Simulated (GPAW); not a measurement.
# Cs3Bi (Fm-3m): G0W0 with GPAW, start to end

Wanted: ground state, empty states, screening and self-energy for Cs3Bi (Fm-3m).

Program: GPAW 26.7.0. Level of theory: LDA and many-body steps on it, plane waves. Results are calculated unless marked as measured.

## Step 1: The starting structure

It takes space group Fm-3m (No. 225, cubic). Conventional cell: a = 9.393 Å, b = 9.393 Å, c = 9.393 Å, α = 90.00°, β = 90.00°, γ = 90.00°. Nearest to Cs lie 4 Cs at 4.07 Å and 4 Bi at 4.07 Å. Nearest to Cs lie 8 Cs at 4.07 Å. Nearest to Bi lie 8 Cs at 4.07 Å. Farther neighbours are not listed.

The cell and positions are those that the Materials Project relaxed with its own functionals (PBE, PBE+U or r2SCAN), kept fixed. Spin-orbit coupling is left out unless a step names it.

## Step 2: Ground state

This step: GPAW 26.7.0; DFT, LDA, plane waves, PAW.

The ground-state density comes first.

run.py reads:

```python
import json
import numpy as np
from gpaw.mpi import world
from ase import Atoms
from gpaw import GPAW, PW, FermiDirac

atoms = Atoms(['Cs', 'Cs', 'Cs', 'Bi'],
    cell=[[0.0000000000, 4.6965938250, 4.6965938250],
      [4.6965938250, 0.0000000000, 4.6965938250],
      [4.6965938250, 4.6965938250, 0.0000000000]],
    scaled_positions=[[0.2500000000, 0.2500000000, 0.2500000000],
      [0.7500000000, 0.7500000000, 0.7500000000],
      [0.5000000000, 0.5000000000, 0.5000000000],
      [0.0000000000, 0.0000000000, 0.0000000000]],
    pbc=(True, True, True))
calc = GPAW(mode=PW(450),
    xc='LDA',
    kpts={'size': (4, 4, 4), 'gamma': True},
    occupations=FermiDirac(0.001),
    nbands=-8,
    convergence={'density': 1e-6, 'bands': -3},
    maxiter=100,
    txt='gs.txt')
atoms.calc = calc
res = {'energy': atoms.get_potential_energy()}
kpts = calc.get_ibz_k_points()
res['kpts'] = kpts
res['eigenvalues'] = [calc.get_eigenvalues(kpt=k) for k in range(len(kpts))]
res['n_electrons'] = calc.get_number_of_electrons()
calc.write('gs.gpw')

if world.rank == 0:
    with open('result.json', 'w') as f:
        json.dump(res, f, default=lambda x: x.tolist())
```

The run is started by

```console
$ mpirun -n 4 gpaw python run.py
```

Numbers of over 12 decimals in the logs are rounded to 6 here.

Output:

```text
__  _  _
 | _ |_)|_||  |
 |__||  | ||/\| - 26.7.0

Input parameters:
  mode=PW(ecut=450.000000),
  convergence={'density': 1e-06, 'bands': -3},
  kpts=MonkhorstPack(size=(4, 4, 4), gamma=True),
  maxiter=100,
  nbands=-8,
  occupations=Occupations(name='fermi-dirac', width=0.001, fixmagmom=False),
  xc=XC(name='LDA')
  [... matrices ...]
Diagonalizing LCAO Hamiltonian
Converting LCAO to pw mode

                             Cs

                      Cs

              Cs

       Bi

Atoms  # Å, Bohr magnetons
|   | symbol |        x |        y |        z |    initial magnetic moments |
| 0 |     Cs | 2.348297 | 2.348297 | 2.348297 | ( 0.0000,  0.0000,  0.0000) |
| 1 |     Cs | 7.044891 | 7.044891 | 7.044891 | ( 0.0000,  0.0000,  0.0000) |
| 2 |     Cs | 4.696594 | 4.696594 | 4.696594 | ( 0.0000,  0.0000,  0.0000) |
| 3 |     Bi | 0.000000 | 0.000000 | 0.000000 | ( 0.0000,  0.0000,  0.0000) |

Unit cell  # Å
| periodic |        x |        y |        z |  lengths |    angles |
|      yes | 0.000000 | 4.696594 | 4.696594 | 6.641987 | 60.000000 |
|      yes | 4.696594 | 0.000000 | 4.696594 | 6.641987 | 60.000000 |
|      yes | 4.696594 | 4.696594 | 0.000000 | 6.641987 | 60.000000 |

Number of symmetries: 48
Symmetry operations  # r_c * U_cc + t_c -> r_c
|    | kind |            matrix            |
|  0 |  σ   |  1, 0, 0,  1, 0,-1,  1,-1, 0 |
|  1 |  C2  |  1, 0, 0,  1,-1, 0,  1, 0,-1 |
|  2 |  E   |  1, 0, 0,  0, 1, 0,  0, 0, 1 |
|  3 |  σ   |  1, 0, 0,  0, 0, 1,  0, 1, 0 |
|  4 |  C4  |  1, 0,-1,  1, 0, 0,  1,-1, 0 |
|  5 |  S6  |  1, 0,-1,  1,-1, 0,  1, 0, 0 |
|  6 |  σ   |  1, 0,-1,  0, 1,-1,  0, 0,-1 |
|  7 |  C3  |  1, 0,-1,  0, 0,-1,  0, 1,-1 |
|  8 |  S6  |  1,-1, 0,  1, 0, 0,  1, 0,-1 |
|  9 |  C4  |  1,-1, 0,  1, 0,-1,  1, 0, 0 |
| 10 |  C3  |  1,-1, 0,  0,-1, 1,  0,-1, 0 |
| 11 |  σ   |  1,-1, 0,  0,-1, 0,  0,-1, 1 |
| 12 |  σ   |  0, 1, 0,  1, 0, 0,  0, 0, 1 |
| 13 |  C4  |  0, 1, 0,  0, 1,-1, -1, 1, 0 |
| 14 |  C3  |  0, 1, 0,  0, 0, 1,  1, 0, 0 |
| 15 |  S6  |  0, 1, 0, -1, 1, 0,  0, 1,-1 |
| 16 |  C2  |  0, 1,-1,  1, 0,-1,  0, 0,-1 |
| 17 |  σ   |  0, 1,-1,  0, 1, 0, -1, 1, 0 |
| 18 |  S4  |  0, 1,-1,  0, 0,-1,  1, 0,-1 |
| 19 |  C4  |  0, 1,-1, -1, 1, 0,  0, 1, 0 |
| 20 |  C3  |  0, 0, 1,  1, 0, 0,  0, 1, 0 |
| 21 |  σ   |  0, 0, 1,  0, 1, 0,  1, 0, 0 |
| 22 |  S6  |  0, 0, 1,  0,-1, 1, -1, 0, 1 |
| 23 |  C4  |  0, 0, 1, -1, 0, 1,  0,-1, 1 |
| 24 |  S4  |  0, 0,-1,  1, 0,-1,  0, 1,-1 |
| 25 |  C3  |  0, 0,-1,  0, 1,-1,  1, 0,-1 |
| 26 |  C2  |  0, 0,-1,  0,-1, 0, -1, 0, 0 |
| 27 |  S6  |  0, 0,-1, -1, 0, 0,  0,-1, 0 |
| 28 |  S4  |  0,-1, 1,  1,-1, 0,  0,-1, 0 |
| 29 |  C4  |  0,-1, 1,  0, 0, 1, -1, 0, 1 |
| 30 |  C2  |  0,-1, 1,  0,-1, 0,  1,-1, 0 |
| 31 |  σ   |  0,-1, 1, -1, 0, 1,  0, 0, 1 |
| 32 |  C3  |  0,-1, 0,  1,-1, 0,  0,-1, 1 |
| 33 |  S6  |  0,-1, 0,  0, 0,-1, -1, 0, 0 |
| 34 |  S4  |  0,-1, 0,  0,-1, 1,  1,-1, 0 |
| 35 |  C2  |  0,-1, 0, -1, 0, 0,  0, 0,-1 |
| 36 |  C2  | -1, 1, 0,  0, 1, 0,  0, 1,-1 |
| 37 |  S6  | -1, 1, 0,  0, 1,-1,  0, 1, 0 |
| 38 |  S4  | -1, 1, 0, -1, 0, 1, -1, 0, 0 |
| 39 |  C3  | -1, 1, 0, -1, 0, 0, -1, 0, 1 |
| 40 |  S6  | -1, 0, 1,  0, 0, 1,  0,-1, 1 |
| 41 |  C2  | -1, 0, 1,  0,-1, 1,  0, 0, 1 |
| 42 |  C3  | -1, 0, 1, -1, 1, 0, -1, 0, 0 |
| 43 |  S4  | -1, 0, 1, -1, 0, 0, -1, 1, 0 |
| 44 |  C2  | -1, 0, 0,  0, 0,-1,  0,-1, 0 |
| 45 |  i   | -1, 0, 0,  0,-1, 0,  0, 0,-1 |
| 46 |  σ   | -1, 0, 0, -1, 1, 0, -1, 0, 1 |
| 47 |  C2  | -1, 0, 0, -1, 0, 1, -1, 1, 0 |

BZ-sampling:
  Number of BZ points: 64
  Number of IBZ points: 8

  Monkhorst-Pack size: [4, 4, 4]
  Monkhorst-Pack shift: [0.125, 0.125, 0.125]

K-points  # in reciprocal-cell coordinates
|   |                                coordinates |     weight |
| 0 | (  0.00000000,   0.00000000,   0.00000000) | 0.01562500 |
| 1 | (  0.25000000,   0.25000000,   0.00000000) | 0.09375000 |
| 2 | (  0.25000000,   0.25000000,   0.25000000) | 0.12500000 |
| 3 | (  0.50000000,   0.25000000,  -0.25000000) | 0.09375000 |
| 4 | (  0.50000000,   0.25000000,   0.25000000) | 0.18750000 |
| 5 | (  0.50000000,   0.50000000,   0.00000000) | 0.04687500 |
| 6 | (  0.50000000,   0.50000000,   0.25000000) | 0.37500000 |
| 7 | (  0.50000000,   0.50000000,   0.50000000) | 0.06250000 |

Plane wave coefficients: 4520
Cutoff: 450.000000 eV

Spin-components: 1 (collinear spins)
Bands:           29
Projectors:      21
Spin-degeneracy: 2
Datatype:        complex128

  Storage: CPU
  Wave functions: 16_618_624 bytes (4_154_656 per core)
  Projectors: 13_753_344 bytes (3_438_336 per core)
  [... matrices ...]
Parallelization:
  kpt:    4
  domain: 1
  band:   1

Density:
  Valence electrons: 42.0
  Components: 1
  Grid points: [35 35 35]
  Charge: 0.0  # |e|

Potential:
  Grid points: [35 35 35]

species:
  Cs:
    name:    Caesium
    Z:       55.0
    valence: 9
    core:    46
    charge:  0.0  # [|e|]
    compensation charges:
      type: gauss
      rc: 0.33  # [Å]
      lmax: 2
    cutoffs:
      filter: 2.06  # [Å]
      core: 2.51  # [Å]
    projectors
    | kind |    occ | energy [eV] | rcut [Å] |
    |   5s |  2.000 |     -26.872 |    1.164 |
    |   6s |  1.000 |      -2.224 |    1.164 |
    |   5p |  6.000 |     -13.611 |    1.058 |
    |    p |        |      13.601 |    1.058 |
    |    d |        |       0.000 |    1.058 |

    Using partial waves for Cs as LCAO basis

  Bi:
    name:    Bismuth
    Z:       83.0
    valence: 15
    core:    68
    charge:  0.0  # [|e|]
    compensation charges:
      type: gauss
      rc: 0.38  # [Å]
      lmax: 2
    cutoffs:
      filter: 2.23  # [Å]
      core: 2.33  # [Å]
    projectors
    | kind |    occ | energy [eV] | rcut [Å] |
    |   6s |  2.000 |     -14.665 |    1.286 |
    |   6p |  3.000 |      -4.777 |    1.275 |
    |   5d | 10.000 |     -27.225 |    1.349 |
    |    s |        |      12.546 |    1.286 |
    |    p |        |      22.434 |    1.275 |
    |    d |        |      -0.013 |    1.349 |

    Using partial waves for Bi as LCAO basis

Reference energy: -1219441.143472  # eV

eigensolver:
  PPCG
  Converge bands: -3
  niter=2

density mixing:
  MSR1-Mixer
  Pratt-step length: 0.05
  Maximum mixing coefficient: 0.75
  Old densities: 10
  SVD Regularization: 0.005
  Good broyden scale: 1.0
  Trust region scale: 1.0
  Backstep threshold: 4.0
  History deletion threshold: 6.0
  Fourier metric: weight=20.0, sigma=0.015

occupation numbers:
  Fermi-Dirac:
    width: 0.0010  # eV

poisson solver:
  ecut: 3600.000000  # eV

xc functional:
  name: None

Initialization done in: 1.331 s

convergence criteria:
- Maximum integral of absolute [dens]ity change: 1e-06 electrons / valence electron
- Maximum [total energy] change in last 3 cyles: 0.0005 eV / valence electron
- Maximum integral of absolute [eigenst]ate change: 4e-08 eV^2 / valence electron
maximum number of iterations: 100

SCF iterations
|iter     |     time |      energy | eigst |  dens |
|iter:   1|  |  -12.414325 | +0.96 |       |
|iter:   2|  |  -11.890577 | -0.25 | -1.08 |
|iter:   3|  |  -10.046664 | -1.00 | -1.13 |
|iter:   4|  |  -10.020859 | -1.62 | -1.76 |
|iter:   5|  |  -10.015895 | -2.57 | -2.14 |
|iter:   6|  |  -10.015759c| -2.80 | -2.58 |
|iter:   7|  |  -10.015796c| -2.76 | -3.48 |
|iter:   8|  |  -10.015805c| -2.42 | -3.99 |
|iter:   9|  |  -10.015806c| -2.22 | -4.65 |
|iter:  10|  |  -10.015806c| -2.56 | -5.05 |
|iter:  11|  |  -10.015806c| -3.63 | -5.62 |
|iter:  12|  |  -10.015806c| -4.66 | -6.38c|
|iter:  13|  |  -10.015806c| -5.28 | -6.88c|
|iter:  14|  |  -10.015806c| -6.17 | -7.76c|
|iter:  15|  |  -10.015806c| -6.83 | -8.18c|
|iter:  16|  |  -10.015806c| -7.51c| -8.48c|

Converged in 16 steps
SCF loop duration: 11.223 s (0.701 s/step)
Energy contributions relative to reference atoms: (reference = -1219441.143472)
  [... matrices ...]
Energy contributions:
  Kinetic:           7.716977
  Coulomb:          -3.485377
  Zero:             -1.500155
  External:          0.000000
  Xc:              -12.747251
  Entropy:          -0.000000
  Spinorbit:         0.000000
  ----------------------------
  Free energy:     -10.015806
  Extrapolated:    -10.015806

dipole moment: (-36.586310, -36.586310, -36.586310)  # |e|*Ang

Fermi level: 4.741
Eigenvalues  # (at kpt = [0.000, 0.000, 0.000])
| band index |      eig [eV] | occ [0-2] |
|          0 |       -18.839 |     2.000 |
|        ... |               |           |
|         13 |        -4.953 |     2.000 |
|         14 |        -4.598 |     2.000 |
|         15 |        -4.598 |     2.000 |
|         16 |        -4.598 |     2.000 |
|         17 |        -4.260 |     2.000 |
|         18 |         4.264 |     2.000 |
|         19 |         4.264 |     2.000 |
|         20 |         4.264 |     2.000 |
|         21 |         4.764 |     0.000 |
|         22 |         5.775 |     0.000 |
|         23 |         5.775 |     0.000 |
|         24 |         7.598 |     0.000 |
|         25 |         7.598 |     0.000 |
|         26 |         7.598 |     0.000 |
|         27 |         9.346 |     0.000 |
|         28 |         9.346 |     0.000 |

Gap: 0.124 eV
Transition (v -> c):
  (s=0, k=5, n=20, [0.50, 0.50, 0.00]) -> (s=0, k=0, n=21, [0.00, 0.00, 0.00])
Direct/indirect transitions are different
Direct gap: 0.500 eV
Transition at: (s=0, k=0, n=20, [0.00, 0.00, 0.00])
# Writing to gs.gpw (mode='')
  [... matrices ...]
```

It took 14 s on 4 MPI ranks of Arm Neoverse V1, shared host; peak memory 0.81 GiB.

This step gave:

```
total energy               : -10.02 eV
gap                        : 0.1235 eV
k of the valence top       : 0.5, 0.5, 0
k of the conduction bottom : 0, 0, 0
least direct gap           : 0.5003 eV
```

The gap is indirect, with the least direct gap 0.38 eV higher.

## Step 3: Empty states on the mesh, 2×2×2 mesh, 176 bands

The sums over transitions need many empty states on a uniform mesh; this step solves for them.

run.py reads:

```python
import json
import numpy as np
from gpaw.mpi import world
from gpaw import GPAW

calc = GPAW('gs.gpw').fixed_density(kpts={'size': (2, 2, 2), 'gamma': True},
    nbands=205,
    convergence={'bands': 176},
    txt='nscf.txt')
calc.write('full.gpw', mode='all')
res = {}
kpts = calc.get_ibz_k_points()
res['kpts'] = kpts
res['eigenvalues'] = [calc.get_eigenvalues(kpt=k) for k in range(len(kpts))]
res['n_electrons'] = calc.get_number_of_electrons()

if world.rank == 0:
    with open('result.json', 'w') as f:
        json.dump(res, f, default=lambda x: x.tolist())
```

The run is started by

```console
$ mpirun -n 4 gpaw python run.py
```

Output:

```text
Diagonalizing LCAO Hamiltonian
Converting LCAO to pw mode
convergence criteria:
- Maximum integral of absolute [eigenst]ate change: 4e-08 eV^2 / valence electron
maximum number of iterations: 100

SCF iterations
|iter     |     time |      energy | eigst |  dens |
|iter:   1|  |             | +4.01 |       |
|iter:   2|  |             | +2.82 |       |
|iter:   3|  |             | +1.71 |       |
[...]
|iter:  13|  |             | -7.04 |       |
|iter:  14|  |             | -7.36 |       |
|iter:  15|  |             | -7.88c|       |
SCF steps: 15
  __  _  _
 | _ |_)|_||  |
 |__||  | ||/\| - 26.7.0

Input parameters:
  mode=PW(ecut=450.000000),
  convergence={'bands': 176},
  gpts=array([35, 35, 35]),
  kpts=MonkhorstPack(size=(2, 2, 2), gamma=True),
  maxiter=100,
  nbands=205,
  occupations=Occupations(name='fermi-dirac', width=0.001, fixmagmom=False),
  parallel={},
  xc=XC(name='LDA')
# Writing to full.gpw (mode='all')
  [... matrices ...]

timing:  # [seconds]
  Total: 0.064  # ━━━━━━━━━━━━━━━━━━━━━━━━━━━━━━━━━━━━━━━━━━━━━━━━━━━━━━━━━━━
```

Run time: 37 s. Hardware: 4 MPI ranks; peak memory 0.81 GiB; 2.5 min of CPU time.

Numbers from this step:

| Quantity | Value |
| --- | --- |
| gap | 0.1235 eV |
| k of the valence top | 0.5, 0.5, 0 |
| k of the conduction bottom | 0, 0, 0 |
| least direct gap | 0.5003 eV |
| k points computed | 3 |
| lowest point of the top converged band, above the valence top | 41.20 eV |

On this mesh the gap is 0.124 eV.

## Step 4: Screening and self-energy, 2×2×2 mesh, 166 bands, screening to 50 eV

Now the one-shot GW correction: screening in the RPA, then the self-energy of the levels asked for.

This step: G0W0 on LDA, plane waves, PAW.

run.py reads:

```python
import json
import numpy as np
from gpaw.mpi import world
from gpaw.response.g0w0 import G0W0

gw = G0W0('full.gpw',
    filename='gw',
    kpts=[0, 1],
    bands=(19, 23),
    ecut=50,
    nbands=166,
    integrate_gamma='WS',
    ppa=True)
gw.calculate()
res = {mode: {k: v for k, v in r.items() if k != 'sigma_eskwn'}
       for mode, r in gw.all_results.items()}

if world.rank == 0:
    with open('result.json', 'w') as f:
        json.dump(res, f, default=lambda x: x.tolist())
```

The run is started by

```console
$ mpirun -n 4 gpaw python run.py
```

Output:

```text
Using integrator: PointIntegrator
FrequencyGridDescriptor(from 0.000+0.000j to 0.000+27.211j eV, 2 points)
Nonperiodic BCs:  [False False False]
Using integrator: PointIntegrator
FrequencyGridDescriptor(from 0.000+0.000j to 0.000+27.211j eV, 2 points)
Nonperiodic BCs:  [False False False]
  ___  _ _ _
 |   || | | |
 | | || | | |
 |__ ||_____|
 |___|

BZ k-points: Symmetries present (total): 48

  [... matrices ...]
8 k-points: 2 x 2 x 2 Monkhorst-Pack grid + [1/4,1/4,1/4]
3 k-points in the irreducible part of the Brillouin zone
       k-points in crystal coordinates                weights
   0:     0.00000000    0.00000000    0.00000000          1/8
   1:     0.50000000    0.50000000    0.00000000          3/8
   2:     0.50000000    0.50000000    0.50000000          4/8

Distributing spins, k-points and bands (1 x 2 x 4) over 4 processes
Number of blocks: 1

Quasi particle states:
k-points (IBZ indices): [0, 1]
Band range: (19, 23)
  [... matrices ...]
Computational parameters:
Plane wave cut-off: 50 eV
Number of bands: 166
Coulomb cutoff: None
Broadening: 0.1 eV

fxc modes: GW
Kernel: RPA
Using Godby-Needs plasmon-pole approximation:
  Fitting energy: i*E0, E0 = 1.000 Hartree
Summing all q:

Calculating screened Coulomb potential
No Coulomb truncation
FrequencyGridDescriptor(from 0.000+0.000j to 0.000+27.211j eV, 2 points)
Removing empty qpoint cache files...

Calculating chi0 body with:
    Ground state adapter containing:
    Number of spins: 1
    Number of kpoints: 8
    Number of irreducible kpoints: 3
    Number of completely occupied states: 21
    Number of partially occupied states: 21
    Occupied states memory: 13.738632 M / cpu

    Linear response parametrization:
    q_c: [0.0, 0.0, 0.0]
    Number of frequency points: 2
    Planewave cutoff: 50.0
    Number of bands: 166
    Number of planewaves: 169
    Broadening (eta): 1e-06
    comm.size: 4
    kncomm.size: 4
    blockcomm.size: 1

    Memory estimate of potentially large arrays:
        chi0_wGG: 0.871613 M / cpu
Integrating chi0 body.

Symmetries of q_c:
    Direct symmetries (Uq -> q): 48
    Indirect symmetries (TUq -> q): 0
In total 48 allowed symmetries.

  [... matrices ...]
3 groups of equivalent kpoints. 62.5% reduction.

Integral kind: response function
Integrating chi0 head and wings.

Symmetries of q_c:
    Direct symmetries (Uq -> q): 48
    Indirect symmetries (TUq -> q): 0
In total 48 allowed symmetries.

  [... matrices ...]
3 groups of equivalent kpoints. 62.5% reduction.

Integral kind: response function wings

Calculating chi0 body with:
    Ground state adapter containing:
    Number of spins: 1
    Number of kpoints: 8
    Number of irreducible kpoints: 3
    Number of completely occupied states: 21
    Number of partially occupied states: 21
    Occupied states memory: 13.738632 M / cpu

    Linear response parametrization:
[... the further q-points ...]

Results:
f:      Occupation numbers
eps:     KS-eigenvalues [eV]
vxc:     KS vxc [eV]
exx:     Exact exchange [eV]
sigma:   Self-energies [eV]
dsigma:  Self-energy derivatives
Z:       Renormalization factors
qp:      QP-energies [eV]

k-point 0 (0): (0.000, 0.000, 0.000)                GW
band       f     eps     vxc     exx   sigma  dsigma       Z      qp
                                                                   GW
  19   1.000   4.264 -10.554 -12.007   1.164  -0.287   0.777   4.039
  20   1.000   4.264 -10.554 -12.007   1.163  -0.287   0.777   4.039
  21   0.000   4.764  -9.165  -5.318  -3.278  -0.256   0.796   5.217
  22   0.000   5.775  -8.054  -4.066  -3.554  -0.256   0.796   6.121

k-point 1 (1): (0.500, 0.500, 0.000)                GW
band       f     eps     vxc     exx   sigma  dsigma       Z      qp
                                                                   GW
  19   1.000   4.640 -11.228 -12.682   1.227  -0.287   0.777   4.464
  20   1.000   4.640 -11.228 -12.682   1.227  -0.287   0.777   4.464
  21   0.000   5.651  -8.349  -4.159  -3.703  -0.255   0.797   6.039
  22   0.000   5.865  -8.795  -4.649  -3.610  -0.255   0.797   6.292
```

It took 22 s on 4 MPI ranks; peak memory 1.5 GiB; 87 s of CPU time.

Numbers from this step:

| Quantity | Value |
| --- | --- |
| G0W0 gap on the points computed | 0.7529 eV |
| least direct G0W0 gap on the computed points | 1.178 eV |
| Z at the valence top | 0.7767 |
| Z at the conduction bottom | 0.7963 |
| starting gap on the mesh | 0.1235 eV |
| k of the valence top | 0.5, 0.5, 0 |
| k of the conduction bottom | 0, 0, 0 |

The gap on the mesh goes from 0.12 eV to 0.75 eV, a correction of +0.63 eV.

Limits: finite bands, cutoff and mesh; model gap, bands may invert with spin-orbit coupling; no spin-orbit coupling; coarse k mesh. v1 is the top filled band, c1 the lowest empty one. Levels before and after the correction, in eV, zero at the valence-band top of each column:

|  | conduction bottom | valence top |
| --- | --- | --- |
| Kohn-Sham | 0.12 | 0.00 |
| G0W0 | 0.75 | 0.00 |

|  | level | energy (eV) |
| --- | --- | --- |
| Kohn-Sham | Γ v2-v1 | -0.377 |
| Kohn-Sham | Γ c1 | 0.124 |
| Kohn-Sham | Γ c2 | 1.135 |
| Kohn-Sham | (0.5 0.5 0) v2-v1 | 0.000 |
| Kohn-Sham | (0.5 0.5 0) c1 | 1.010 |
| Kohn-Sham | (0.5 0.5 0) c2 | 1.224 |
| G0W0 | Γ v2-v1 | -0.426 |
| G0W0 | Γ c1 | 0.753 |
| G0W0 | Γ c2 | 1.657 |
| G0W0 | (0.5 0.5 0) v2-v1 | 0.000 |
| G0W0 | (0.5 0.5 0) c1 | 1.574 |
| G0W0 | (0.5 0.5 0) c2 | 1.827 |

## Step 5: Where the time went

Times are wall times on 4 MPI ranks of Arm Neoverse V1, shared host, good to a factor of about two.

| step | time | share | memory (GiB) |
| --- | --- | --- | --- |
| ground state | 14 s | 20 % | 0.81 |
| empty states on the mesh | 37 s | 51 % | 0.81 |
| screening and self-energy | 22 s | 30 % | 1.5 |

## Step 6: Outcome

| Quantity | Value |
| --- | --- |
| LDA gap | 0.12 eV, indirect |
| G0W0 gap on the mesh | 0.75 eV |
| GW settings | 2×2×2 mesh, 166 bands, screening to 50 eV, Godby-Needs plasmon pole |
| known limits | not at the basis limit; model gap, bands may invert with spin-orbit coupling; no spin-orbit coupling; coarse k mesh |

G0W0 moves the gap on the mesh from 0.12 eV to 0.75 eV (+0.63 eV), with Z of 0.78 and 0.80 at the edges. Only 2 of the mesh's irreducible points were corrected, so a valley elsewhere could overtake. The dearest step here is «empty states on the mesh». Bands and cutoff are finite, so the gap is not at the basis limit. The miss can reach some tenths of an eV and take either sign; the mesh is an error of its own. These stock PAW sets were not made for GW. In the G0W0 run levels were corrected at 2 k points alone, so a gap called «on the mesh» is the least over those, and an edge elsewhere would be missed. The 2×2×2 mesh is coarse for this cell, which bears on the long-range parts of exchange and screening. Where an edge is built on 6p states of lead, bismuth or thallium, scalar-relativistic gaps usually stand too wide, by a few tenths to over one eV. With atoms this heavy and so narrow a gap, spin-orbit coupling can invert the bands. These scalar-relativistic gaps are then model values, not to be set against experiment, and a spin-orbit change taken from DFT can't simply be added.

[Paths, hosts, dates, memory and timing lines, banners, echoed tables and standing remarks are left out of the program output.]

[Logs are printed without paths, hosts, clocks, repeated set-up lines and the standing remarks that a program may print on its own settings, such as how far it seeks lower states.]

[Runs of the session that timed out or met a known fault of the program may be left out.]

[Hosts, paths, dates, database ids (printed as entryN), source tags and the programs' standing remarks are cut or masked in the printed files.]
